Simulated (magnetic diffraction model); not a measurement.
## TlCrF3 below its ordering temperature

Space group Pnma (no. 62), a = 5.7760 Å, b = 8.3450 Å, c = 5.8190 Å.

| site | atom | x | y | z |
| --- | --- | --- | --- | --- |
| 4c | Tl | 0.0165 | 3/4 | 0.9976 |
| 4b | Cr | 0 | 1/2 | 1/2 |
| 4c | F | 0.4962 | 3/4 | 0.0420 |
| 8d | F | 0.7219 | 0.0200 | 0.2668 |

The compound is invented for this exercise: a known structure type with other elements, its cell scaled to their sizes and not relaxed.

Only Cr is taken to order (form factors of Cr2+); orders and moment sizes are assumed, and not adapted to the symmetry. Radiation: neutrons of λ = 2.567 Å, 2° to 70°; isotropic B of 0.29 Å² (Tl), 0.46 Å² (Cr) and 0.5 Å² (F). The intensities are simulated: I ∝ L Σ (|F_N|² + |F_M⊥|²) for unpolarised neutrons, with F_M = 2.695 fm/μB × Σ f(s) S exp(2πi Q·r) exp(−B s²) at Q = H ± k (one set where k and −k are equivalent), only the part normal to Q counting and L = 1/(sin²θ cos θ). For a modulated order the moment at position r is S exp(−2πi k·r) + c.c., with S = m/2 for a sine wave of amplitude m and S = m(u + iv)/2 for moments turning in a plane, u and v being orthogonal unit vectors in it; the phase factor of the sum at Q = H + k is then exp(2πi H·r). Form factors are spin-only for 3d ions and dipole or tabulated for f ions, scattering lengths are Sears's of 1992, and absorption is left out. A label names one of the reflections at its angle. The strongest nuclear line in the range is 100, and lines under 0.2 are left out.

Above the ordering temperature:

```
2θ (°)    index      I
 40.83  (1 1 1)    0.8
 52.07  (1 2 1)   30.0
 52.35  (0 0 2)    6.4
 52.77  (2 0 0)    8.6
 56.11  (2 1 0)    0.3
 59.20  (1 0 2)    1.5
 59.49  (2 0 1)    3.8
 61.52  (0 3 1)    7.5
 62.31  (1 1 2)    4.9
 62.59  (2 1 1)    3.5
 65.07  (0 2 2)   99.5
 65.44  (2 2 0)  100.0
 67.78  (1 3 1)    0.9
```

Below it (cell unchanged):

```csv
2θ (°),I
18.20,57.4
38.11,29.9
40.83,0.8
43.87,19.0
51.63,4.4
52.07,30.0
52.35,6.4
52.77,8.6
55.15,3.6
55.89,13.2
56.11,0.3
59.20,1.5
59.49,3.8
60.72,2.7
61.52,7.5
62.31,4.9
62.59,3.5
65.07,99.5
65.44,100.0
65.90,4.9
67.78,0.9
69.97,4.0
```

**Question.** Find the propagation vector, then choose among these models:
A. a sine wave with moments along [010] (amplitudes given), 3.84 μB on Cr; signs + at (0, 1/2, 1/2), − at (1/2, 0, 0), + at (1/2, 1/2, 0), − at (0, 0, 1/2)
B. moments turning in the plane of [001] and [100], 3.84 μB on Cr; signs + at (0, 1/2, 1/2), − at (1/2, 0, 0), + at (1/2, 1/2, 0), − at (0, 0, 1/2)
C. moments turning in the plane of [010] and [001], 3.84 μB on Cr; signs + at (0, 1/2, 1/2), − at (1/2, 0, 0), + at (1/2, 1/2, 0), − at (0, 0, 1/2)
D. moments turning in the plane of [100] and [010], 3.84 μB on Cr; signs + at (0, 1/2, 1/2), − at (1/2, 0, 0), + at (1/2, 1/2, 0), − at (0, 0, 1/2)

The new lines index as (1/6 1 0) at 18.20°, (5/6 1 1) at 38.11°, (7/6 1 1) at 43.87° and (11/6 1 0) at 51.63°, that is as H ± k with k = (1/6 0 0). Satellites come in pairs about each point of the reciprocal lattice.

Magnetic intensity, observed (below minus above) and for each model:

| 2θ (°) | index | observed | A | B | C | D |
| --- | --- | --- | --- | --- | --- | --- |
| 18.20 | (1/6 1 0) | 57.4 | 3.1 | 111.6 | 60.5 | 57.4 |
| 38.11 | (5/6 1 1) | 29.9 | 15.9 | 25.1 | 27.1 | 29.9 |
| 43.87 | (7/6 1 1) | 19.0 | 11.7 | 16.5 | 20.9 | 19.0 |
| 51.63 | (11/6 1 0) | 4.4 | 3.9 | 5.0 | 8.3 | 4.4 |
| 55.15 | (1/6 3 0) | 3.6 | <0.2 | 7.3 | 3.7 | 3.6 |
| 55.89 | (1/6 1 2) | 13.2 | 6.2 | 7.8 | 7.0 | 13.2 |
| 65.90 | (5/6 3 1) | 4.9 | 1.2 | 7.2 | 4.7 | 4.9 |
| 69.97 | (7/6 3 1) | 4.0 | 1.2 | 5.7 | 4.1 | 4.0 |

Model D matches.

The structure used: k = (1/6 0 0), moments turning in the plane of [100] and [010], 3.84 μB on Cr; signs + at (0, 1/2, 1/2), − at (1/2, 0, 0), + at (1/2, 1/2, 0), − at (0, 0, 1/2).

[Logs are printed without paths, hosts, clocks, repeated set-up lines and the standing remarks that a program may print on its own settings, such as how far it seeks lower states.]
